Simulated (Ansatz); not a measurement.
# Ca on W(100): change of the work function, part 2 of 4

How does Ca on the hollow site change the work function of W(100) as the layer fills?

Ansatz 0.2.0; plane-wave DFT, PBE, Ansatz PAW.

So far, work function, upper face (eV): step 2 (the clean slab) 4.14.

**3. The covered slab, k-mesh 4×4×1, coverage 0.111 ML**

System of this step: CaW45 (Ca/W(100)). The cell holds 46 atoms: 45 W and 1 Ca. Its edges and angles: a = 9.480 Å, b = 9.480 Å, c = 26.904 Å, α = 90.0°, β = 90.0°, γ = 90.0°. Vacuum lies along c.

The clean slab as it ended is repeated in the plane and the adsorbate is set on one face; the cell's size fixes the coverage, and the k-mesh shrinks with it to keep the sampling density about even. Adsorbate and upper layers relax, since the dipole depends on the height.

Input file input.yaml:

```yaml
crystal:
  lattice:
    - [9.48, 0.0, 0.0]
    - [0.0, 9.48, 0.0]
    - [0.0, 0.0, 26.9039152856]
  atoms:
    - { symbol: W, position: [0.0, 0.0, 0.3345238009] }
    - { symbol: W, position: [0.1666666667, 0.1666666667, 0.3932513125] }
    - { symbol: W, position: [0.0, 0.0, 0.4519479205] }
    - { symbol: W, position: [0.1666666667, 0.1666666667, 0.513077215] }
    - { symbol: W, position: [0.0, 0.0, 0.5662449557] }
    - { symbol: W, position: [0.0, 0.3333333333, 0.3345238009] }
    - { symbol: W, position: [0.1666666667, 0.5, 0.3932513125] }
    - { symbol: W, position: [0.0, 0.3333333333, 0.4519479205] }
    - { symbol: W, position: [0.1666666667, 0.5, 0.513077215] }
    - { symbol: W, position: [0.0, 0.3333333333, 0.5662449557] }
    - { symbol: W, position: [0.0, 0.6666666667, 0.3345238009] }
    - { symbol: W, position: [0.1666666667, 0.8333333333, 0.3932513125] }
    - { symbol: W, position: [0.0, 0.6666666667, 0.4519479205] }
    - { symbol: W, position: [0.1666666667, 0.8333333333, 0.513077215] }
    - { symbol: W, position: [0.0, 0.6666666667, 0.5662449557] }
    - { symbol: W, position: [0.3333333333, 0.0, 0.3345238009] }
    - { symbol: W, position: [0.5, 0.1666666667, 0.3932513125] }
    - { symbol: W, position: [0.3333333333, 0.0, 0.4519479205] }
    - { symbol: W, position: [0.5, 0.1666666667, 0.513077215] }
    - { symbol: W, position: [0.3333333333, 0.0, 0.5662449557] }
    - { symbol: W, position: [0.3333333333, 0.3333333333, 0.3345238009] }
    - { symbol: W, position: [0.5, 0.5, 0.3932513125] }
    - { symbol: W, position: [0.3333333333, 0.3333333333, 0.4519479205] }
    - { symbol: W, position: [0.5, 0.5, 0.513077215] }
    - { symbol: W, position: [0.3333333333, 0.3333333333, 0.5662449557] }
    - { symbol: W, position: [0.3333333333, 0.6666666667, 0.3345238009] }
    - { symbol: W, position: [0.5, 0.8333333333, 0.3932513125] }
    - { symbol: W, position: [0.3333333333, 0.6666666667, 0.4519479205] }
    - { symbol: W, position: [0.5, 0.8333333333, 0.513077215] }
    - { symbol: W, position: [0.3333333333, 0.6666666667, 0.5662449557] }
    - { symbol: W, position: [0.6666666667, 0.0, 0.3345238009] }
    - { symbol: W, position: [0.8333333333, 0.1666666667, 0.3932513125] }
    - { symbol: W, position: [0.6666666667, 0.0, 0.4519479205] }
    - { symbol: W, position: [0.8333333333, 0.1666666667, 0.513077215] }
    - { symbol: W, position: [0.6666666667, 0.0, 0.5662449557] }
    - { symbol: W, position: [0.6666666667, 0.3333333333, 0.3345238009] }
    - { symbol: W, position: [0.8333333333, 0.5, 0.3932513125] }
    - { symbol: W, position: [0.6666666667, 0.3333333333, 0.4519479205] }
    - { symbol: W, position: [0.8333333333, 0.5, 0.513077215] }
    - { symbol: W, position: [0.6666666667, 0.3333333333, 0.5662449557] }
    - { symbol: W, position: [0.6666666667, 0.6666666667, 0.3345238009] }
    - { symbol: W, position: [0.8333333333, 0.8333333333, 0.3932513125] }
    - { symbol: W, position: [0.6666666667, 0.6666666667, 0.4519479205] }
    - { symbol: W, position: [0.8333333333, 0.8333333333, 0.513077215] }
    - { symbol: W, position: [0.6666666667, 0.6666666667, 0.5662449557] }
    - { symbol: Ca, position: [0.1666666667, 0.1666666667, 0.6654761991] }
kpoints:
  mp_grid: { grid: [4, 4, 1] }
hamiltonian:
  xc: pbe
scf:
  occupations: { method: fermi_dirac, width: 0.1 }
  convergence: { dr2_threshold: 1.0e-08 }
efield:
  axis: 3
  dipole_correction: true
  ramp_position: 0.97
  ramp_width: 0.06
relax:
  f_tol: 0.02
  max_steps: 60
  constraints:
    - { sites: [0, 1, 5, 6, 10, 11, 15, 16, 20, 21, 25, 26, 30, 31, 35, 36, 40, 41] }
output:
  write_potential: true
  write_density: true
  volumetric_format: npy
```

Started as:

```console
ansatz run input.yaml --threads 4 --pin off --max-ram 16384MiB --backend cpu --events-out ev --progress --plain --runs-dir out
```

Log:

```text
[...]
Crystal: 46 atoms, lattice volume = 2417.866 Å³
Basis set: ecut = 420 eV, 47313 PW (Γ), exchange–correlation on 128×128×360 points (8 copies of the dense FFT grid, shifted against one another)
Bands: 384, of which v1, the nominal top of the filled ones, is band 320 counted from 1 (319 counted from 0)
Symmetry: 8 space group operations
[...]
k-points: 6 of 16
[...]
SCF iter   1: F=—  HF=-469089.285347 eV  |F-HF|=—  |Δ(HF+E_count)|=         —  Δρ=6.51e-3  dr2=9.54e0  ethr=1.77e-3  p=0.669 e·Å  D=5.01e-2 V/Å  ΔV_dip=-1.35 eV  dr2_dipole=2.65e0  V_vac-E_F(+/−)=3.07/4.42 eV  ⟨swp⟩=27.7  Hψ=13635  notcnv=0  defer=6
[...]
SCF iter  11: F=-469088.953530 eV  HF=-469088.953530 eV  |F-HF|=9.02e-9  |Δ(HF+E_count)|=   4.66e-9  Δρ=1.67e-7  dr2=2.18e-9  ethr=1.56e-12  p=0.694 e·Å  D=5.20e-2 V/Å  ΔV_dip=-1.40 eV  dr2_dipole=3.73e-10  V_vac-E_F(+/−)=2.85/4.25 eV  ⟨swp⟩=11.8  Hψ=17765  notcnv=0
SCF 1 converged in 11 iterations: F = -469088.953530 eV  dr2 = 2.18e-9
[...]
relax step   1: F+E_penalty+E_count = -469088.95353012 eV  Δ(F+E_penalty+E_count) = +0.000e0 eV  max|allowed force component| = 1.323e0 eV/Å  Δτ_max = 0.0000 Å  (11 SCF iters, accepted)
[...]
iter 1 solved again at ethr=1.14e-4 eV; its pass at ethr=3.10e-3 eV (dr2=7.27e-1 eV) is discarded
[...]
SCF iter  10: F=-469089.205013 eV  HF=-469089.205013 eV  |F-HF|=7.33e-9  |Δ(HF+E_count)|=   1.97e-8  Δρ=2.62e-7  dr2=5.99e-9  ethr=1.56e-12  p=0.632 e·Å  D=4.73e-2 V/Å  ΔV_dip=-1.27 eV  dr2_dipole=2.49e-10  V_vac-E_F(+/−)=2.97/4.24 eV  ⟨swp⟩=11.8  Hψ=16866  notcnv=0
SCF 2 converged in 10 iterations: F = -469089.205013 eV  dr2 = 5.99e-9
relax step   2: F+E_penalty+E_count = -469089.20501251 eV  Δ(F+E_penalty+E_count) = -2.515e-1 eV  max|allowed force component| = 8.902e-1 eV/Å  Δτ_max = 0.1978 Å  (10 SCF iters, accepted)
SCF iter   1: F=—  HF=-469089.384218 eV  |F-HF|=—  |Δ(HF+E_count)|=         —  Δρ=2.49e-3  dr2=1.48e0  ethr=9.72e-4  p=0.632 e·Å  D=4.73e-2 V/Å  ΔV_dip=-1.27 eV  dr2_dipole=3.62e-1  V_vac-E_F(+/−)=2.98/4.26 eV  ⟨swp⟩=23.3  Hψ=7741  notcnv=0
[...]
SCF iter  10: F=-469089.345919 eV  HF=-469089.345919 eV  |F-HF|=5.18e-9  |Δ(HF+E_count)|=   1.61e-8  Δρ=1.90e-7  dr2=3.30e-9  ethr=1.56e-12  p=0.571 e·Å  D=4.28e-2 V/Å  ΔV_dip=-1.15 eV  dr2_dipole=1.45e-10  V_vac-E_F(+/−)=3.09/4.24 eV  ⟨swp⟩=11.2  Hψ=16100  notcnv=0
SCF 3 converged in 10 iterations: F = -469089.345919 eV  dr2 = 3.30e-9
relax step   3: F+E_penalty+E_count = -469089.34591920 eV  Δ(F+E_penalty+E_count) = -1.409e-1 eV  max|allowed force component| = 2.942e-1 eV/Å  Δτ_max = 0.1951 Å  (10 SCF iters, accepted)
[... from here on, the SCF cycles and remarks between the steps are left out ...]
relax step   4: F+E_penalty+E_count = -469089.37103441 eV  Δ(F+E_penalty+E_count) = -2.512e-2 eV  max|allowed force component| = 2.669e-1 eV/Å  Δτ_max = 0.1792 Å  (10 SCF iters, accepted)
relax step   5: F+E_penalty+E_count = -469089.40029937 eV  Δ(F+E_penalty+E_count) = -2.926e-2 eV  max|allowed force component| = 2.231e-1 eV/Å  Δτ_max = 0.0252 Å  (9 SCF iters, accepted)
relax step   6: F+E_penalty+E_count = -469089.51284475 eV  Δ(F+E_penalty+E_count) = -1.125e-1 eV  max|allowed force component| = 4.140e-1 eV/Å  Δτ_max = 0.0812 Å  (10 SCF iters, accepted)
relax step   7: F+E_penalty+E_count = -469089.31974467 eV  Δ(F+E_penalty+E_count) = +1.931e-1 eV  max|allowed force component| = 1.478e0 eV/Å  Δτ_max = 0.1964 Å  (11 SCF iters, rejected (line search))
relax step   8: F+E_penalty+E_count = -469089.72032360 eV  Δ(F+E_penalty+E_count) = -2.075e-1 eV  max|allowed force component| = 3.237e-1 eV/Å  Δτ_max = 0.0982 Å  (10 SCF iters, accepted)
relax step   9: F+E_penalty+E_count = -469089.71369032 eV  Δ(F+E_penalty+E_count) = +6.633e-3 eV  max|allowed force component| = 4.013e-1 eV/Å  Δτ_max = 0.0535 Å  (10 SCF iters, rejected (line search))
relax step  10: F+E_penalty+E_count = -469089.74315339 eV  Δ(F+E_penalty+E_count) = -2.283e-2 eV  max|allowed force component| = 5.274e-2 eV/Å  Δτ_max = 0.0261 Å  (9 SCF iters, accepted)
relax step  11: F+E_penalty+E_count = -469089.74417197 eV  Δ(F+E_penalty+E_count) = -1.019e-3 eV  max|allowed force component| = 3.524e-2 eV/Å  Δτ_max = 0.0174 Å  (8 SCF iters, accepted)
relax step  12: F+E_penalty+E_count = -469089.74455838 eV  Δ(F+E_penalty+E_count) = -3.864e-4 eV  max|allowed force component| = 2.052e-2 eV/Å  Δτ_max = 0.0067 Å  (7 SCF iters, accepted)
SCF iter   1: F=—  HF=-469089.742886 eV  |F-HF|=—  |Δ(HF+E_count)|=         —  Δρ=6.56e-5  dr2=2.22e-4  ethr=4.33e-7  p=0.482 e·Å  D=3.61e-2 V/Å  ΔV_dip=-0.97 eV  dr2_dipole=1.14e-7  V_vac-E_F(+/−)=3.27/4.24 eV  ⟨swp⟩=16.7  Hψ=3870  notcnv=0
[...]
SCF iter   6: F=-469089.744606 eV  HF=-469089.744606 eV  |F-HF|=7.45e-9  |Δ(HF+E_count)|=   3.93e-8  Δρ=2.60e-7  dr2=4.18e-9  ethr=1.56e-12  p=0.482 e·Å  D=3.61e-2 V/Å  ΔV_dip=-0.97 eV  dr2_dipole=8.29e-12  V_vac-E_F(+/−)=3.27/4.24 eV  ⟨swp⟩=11.8  Hψ=17005  notcnv=0
SCF 13 converged in 6 iterations: F = -469089.744606 eV  dr2 = 4.18e-9
relax step  13: F+E_penalty+E_count = -469089.74460648 eV  Δ(F+E_penalty+E_count) = -4.810e-5 eV  max|allowed force component| = 1.952e-3 eV/Å  Δτ_max = 0.0025 Å  (6 SCF iters, accepted)
NSCF: frozen V_eff on 6 k-points
the search or the solves at the SCF's close seem to have found levels that the self-consistency loop had missed (the run counts 1). By its estimate they hold 1.44e-12 electrons. The energies and the density leave them out; if the run goes on with those levels, later outputs use occupations computed again with them
[...]
SCF converged after 6 iterations
Free energy (F): -469089.744606 eV
[...]
Internal energy: -469088.247111 eV  (E = F + TS)
E sigma→0 (E₀):  -469088.995859 eV
Entropy (-TS):   -1.497496 eV (-32.554 meV/atom)
Fermi energy:    4.212555 eV
Dipole field:    D = 0.036056 V/Å  (p = 0.481779 e·Å, saw-weighted, corrected)
Work function:   Φ+ = 3.2655 eV   Φ− = 4.2355 eV
[...]
--- Forces (eV/Å), atoms counted from 1 ---
  atom   1  W      0.03779193     0.03779193     1.28315982
  atom   2  W      0.00000000     0.00000000    -1.17269422
  atom   3  W      0.00029316     0.00029316    -0.00001519
  atom   4  W      0.00000000     0.00000000     0.00057684
  atom   5  W      0.00022879     0.00022879     0.00034076
  atom   6  W      0.03779193    -0.03779193     1.28315982
  atom   7  W      0.00000000    -0.09316982    -1.27452650
  atom   8  W      0.00029316    -0.00029316    -0.00001519
  atom   9  W      0.00000000     0.00024337    -0.00052035
  atom  10  W      0.00022879    -0.00022879     0.00034076
  atom  11  W     -0.07484249     0.00000000     1.28345091
  atom  12  W      0.00000000     0.09316982    -1.27452650
  atom  13  W      0.00072244     0.00000000     0.00081571
  atom  14  W      0.00000000    -0.00024337    -0.00052035
  atom  15  W      0.00073105     0.00000000     0.00065827
  atom  16  W     -0.03779193     0.03779193     1.28315982
  atom  17  W     -0.09316982     0.00000000    -1.27452650
  atom  18  W     -0.00029316     0.00029316    -0.00001519
  atom  19  W      0.00024337     0.00000000    -0.00052035
  atom  20  W     -0.00022879     0.00022879     0.00034076
  atom  21  W     -0.03779193    -0.03779193     1.28315982
  atom  22  W     -0.09035130    -0.09035130    -1.26837038
  atom  23  W     -0.00029316    -0.00029316    -0.00001519
  atom  24  W     -0.00043414    -0.00043414     0.00033360
  atom  25  W     -0.00022879    -0.00022879     0.00034076
  atom  26  W      0.07484249     0.00000000     1.28345091
  atom  27  W     -0.09035130     0.09035130    -1.26837038
  atom  28  W     -0.00072244     0.00000000     0.00081571
  atom  29  W     -0.00043414     0.00043414     0.00033360
  atom  30  W     -0.00073105     0.00000000     0.00065827
  atom  31  W      0.00000000    -0.07484249     1.28345091
  atom  32  W      0.09316982     0.00000000    -1.27452650
  atom  33  W      0.00000000     0.00072244     0.00081571
  atom  34  W     -0.00024337     0.00000000    -0.00052035
  atom  35  W      0.00000000     0.00073105     0.00065827
  atom  36  W      0.00000000     0.07484249     1.28345091
  atom  37  W      0.09035130    -0.09035130    -1.26837038
  atom  38  W      0.00000000    -0.00072244     0.00081571
  atom  39  W      0.00043414    -0.00043414     0.00033360
  atom  40  W      0.00000000    -0.00073105     0.00065827
  atom  41  W      0.00000000     0.00000000     1.07419048
  atom  42  W      0.09035130     0.09035130    -1.26837038
  atom  43  W      0.00000000     0.00000000    -0.00015559
  atom  44  W      0.00043414     0.00043414     0.00033360
  atom  45  W      0.00000000     0.00000000    -0.00125329
  atom  46  Ca    -0.00000000     0.00000000    -0.00195196
  max |Σ_I F_I| component: 1.88e-5 eV/Å
--- Band table (eV; the first three rows and the last of 6) ---
  k-point 0: bands = [... 316 lower, 4.2182, 4.2182, 4.2196, 4.2220, 4.2391, 4.2490, 4.2490, 4.3165, ... 60 higher]
  k-point 1: bands = [... 316 lower, 4.0303, 4.0394, 4.1799, 4.2324, 4.2407, 4.2594, 4.2656, 4.4584, ... 60 higher]
  k-point 2: bands = [... 316 lower, 4.0181, 4.0684, 4.1169, 4.1896, 4.2319, 4.3082, 4.3300, 4.3749, ... 60 higher]
  k-point 5: bands = [... 316 lower, 4.0734, 4.1200, 4.1711, 4.1711, 4.2554, 4.2764, 4.2764, 4.3517, ... 60 higher]
--- Relaxed structure (13 steps of the walk, 11 accepted, 0 SCFs on fresh bases) ---
  F+E_penalty+E_count = -469089.74460648 eV   max|allowed force component| = 1.952e-3 eV/Å
  atoms:
    - { symbol: W, position: [1.666666e-11, 1.666666e-11, 0.3345238009] }
    - { symbol: W, position: [0.166667, 0.166667, 0.3932513125] }
    - { symbol: W, position: [0.000938337, 0.000938337, 0.452192] }
    - { symbol: W, position: [0.166667, 0.166667, 0.516541] }
    - { symbol: W, position: [-0.015994, -0.015994, 0.567447] }
    - { symbol: W, position: [1.666666e-11, 0.333333, 0.3345238009] }
    - { symbol: W, position: [0.166667, 0.500000, 0.3932513125] }
    - { symbol: W, position: [0.000938337, 0.332395, 0.452192] }
    - { symbol: W, position: [0.166667, 0.496885, 0.511828] }
    - { symbol: W, position: [-0.015994, 0.349327, 0.567447] }
    - { symbol: W, position: [1.666666e-11, 0.666667, 0.3345238009] }
    - { symbol: W, position: [0.166667, 0.833333, 0.3932513125] }
    - { symbol: W, position: [0.000149461, 0.666667, 0.452519] }
    - { symbol: W, position: [0.166667, 0.836448, 0.511828] }
    - { symbol: W, position: [0.024223, 0.666667, 0.568934] }
    - { symbol: W, position: [0.333333, 1.666666e-11, 0.3345238009] }
    - { symbol: W, position: [0.500000, 0.166667, 0.3932513125] }
    - { symbol: W, position: [0.332395, 0.000938337, 0.452192] }
    - { symbol: W, position: [0.496885, 0.166667, 0.511828] }
    - { symbol: W, position: [0.349327, -0.015994, 0.567447] }
    - { symbol: W, position: [0.333333, 0.333333, 0.3345238009] }
    - { symbol: W, position: [0.500000, 0.500000, 0.3932513125] }
    - { symbol: W, position: [0.332395, 0.332395, 0.452192] }
    - { symbol: W, position: [0.503079, 0.503079, 0.512608] }
    - { symbol: W, position: [0.349327, 0.349327, 0.567447] }
    - { symbol: W, position: [0.333333, 0.666667, 0.3345238009] }
    - { symbol: W, position: [0.500000, 0.833333, 0.3932513125] }
    - { symbol: W, position: [0.333184, 0.666667, 0.452519] }
    - { symbol: W, position: [0.503079, 0.830254, 0.512608] }
    - { symbol: W, position: [0.309110, 0.666667, 0.568934] }
    - { symbol: W, position: [0.666667, 1.666666e-11, 0.3345238009] }
    - { symbol: W, position: [0.833333, 0.166667, 0.3932513125] }
    - { symbol: W, position: [0.666667, 0.000149461, 0.452519] }
    - { symbol: W, position: [0.836448, 0.166667, 0.511828] }
    - { symbol: W, position: [0.666667, 0.024223, 0.568934] }
    - { symbol: W, position: [0.666667, 0.333333, 0.3345238009] }
    - { symbol: W, position: [0.833333, 0.500000, 0.3932513125] }
    - { symbol: W, position: [0.666667, 0.333184, 0.452519] }
    - { symbol: W, position: [0.830254, 0.503079, 0.512608] }
    - { symbol: W, position: [0.666667, 0.309110, 0.568934] }
    - { symbol: W, position: [0.666667, 0.666667, 0.3345238009] }
    - { symbol: W, position: [0.833333, 0.833333, 0.3932513125] }
    - { symbol: W, position: [0.666667, 0.666667, 0.450300] }
    - { symbol: W, position: [0.830254, 0.830254, 0.512608] }
    - { symbol: W, position: [0.666667, 0.666667, 0.565199] }
    - { symbol: Ca, position: [0.166667, 0.166667, 0.644005] }
```

Wall time 59 min (4 threads of Arm Neoverse V1, shared host); peak memory 10 GiB; 3.9 h of CPU time.

Relaxation path:

| step | energy less that of the first step (eV) | largest force component (eV/Å) |
| --- | --- | --- |
| 1 | 0.0000 | 1.3232 |
| 2 | -0.2515 | 0.8902 |
| 3 | -0.3924 | 0.2942 |
| 4 | -0.4175 | 0.2669 |
| 5 | -0.4468 | 0.2231 |
| 6 | -0.5593 | 0.4140 |
| 7 | -0.3662 | 1.4777 |
| 8 | -0.7668 | 0.3237 |
| 9 | -0.7602 | 0.4013 |
| 10 | -0.7896 | 0.0527 |
| 11 | -0.7906 | 0.0352 |
| 12 | -0.7910 | 0.0205 |
| 13 | -0.7911 | 0.0020 |

Relaxation steps 7, 9 were tried and not accepted.

Forces are held to the 8 operations that the program found; a distortion that breaks them can't arise in this run.

The atoms that moved most (Å):

| atom | dx | dy | dz | length |
| --- | --- | --- | --- | --- |
| Ca46 | 0.000 | 0.000 | -0.578 | 0.578 |
| W30 | -0.230 | 0.000 | 0.072 | 0.241 |
| W40 | 0.000 | -0.230 | 0.072 | 0.241 |
| W15 | 0.230 | 0.000 | 0.072 | 0.241 |
| W35 | 0.000 | 0.230 | 0.072 | 0.241 |
| W20 | 0.152 | -0.152 | 0.032 | 0.217 |
| W25 | 0.152 | 0.152 | 0.032 | 0.217 |
| W10 | -0.152 | 0.152 | 0.032 | 0.217 |

Numbers from this step:

```
energy at zero smearing        : -469088.9959 eV
work function, upper face      : 3.266 eV
work function, lower face      : 4.236 eV
dipole along the normal        : 0.4818 e·Å
step between the vacuum levels : -0.9700 eV
```

Running mean over 1.58 Å of the planar mean; the ramp of the sawtooth is left out. Table of electron's electrostatic potential energy less the Fermi level by z:

| z (Å) | electron's electrostatic potential energy less the Fermi level (eV) |
| --- | --- |
| 3.5 | 4.24 |
| 4.0 | 4.23 |
| 4.5 | 4.23 |
| 5.0 | 4.23 |
| 5.5 | 4.21 |
| 6.0 | 4.14 |
| 6.5 | 3.95 |
| 7.0 | 3.40 |
| 7.5 | 1.68 |
| 8.0 | -2.58 |
| 8.5 | -7.98 |
| 9.0 | -11.3 |
| 9.5 | -12.1 |
| 10.0 | -12.3 |
| 10.5 | -12.5 |
| 11.0 | -12.6 |
| 11.5 | -12.6 |
| 12.0 | -12.6 |
| 12.5 | -12.3 |
| 13.0 | -12.2 |
| 13.5 | -12.4 |
| 14.0 | -13.1 |
| 14.5 | -13.4 |
| 15.0 | -12.7 |
| 15.5 | -10.4 |
| 16.0 | -5.90 |
| 16.5 | -1.11 |
| 17.0 | 1.35 |
| 17.5 | 2.08 |
| 18.0 | 2.53 |
| 18.5 | 2.95 |
| 19.0 | 3.16 |
| 19.5 | 3.23 |
| 20.0 | 3.25 |
| 20.5 | 3.26 |
| 21.0 | 3.26 |
| 21.5 | 3.26 |
| 22.0 | 3.27 |
| 22.5 | 3.27 |
| 23.0 | 3.27 |
| 23.5 | 3.27 |

The relaxation took 13 steps and lowered the energy by 0.79 eV; the largest force on the free atoms ends at 0.0020 eV/Å.

The covered face has 3.27 eV, -0.87 eV against the clean one; the bare back face has moved by -0.02 eV, a measure of how thin the slab is.

(Part 2 of 4 ends here.)

[Long decimals in the printed logs are rounded to 6 places.]

[Logs are printed without paths, hosts, clocks, repeated set-up lines and the standing remarks that a program may print on its own settings, such as how far it seeks lower states.]

[Hosts, paths, dates, database ids (printed as entryN), source tags and the programs' standing remarks are cut or masked in the printed files.]

[Maps of the electrostatic potential energy from Ansatz leave out the sawtooth potential of an applied field or a dipole correction, so their vacuum need not be flat; planar profiles and work functions include it.]
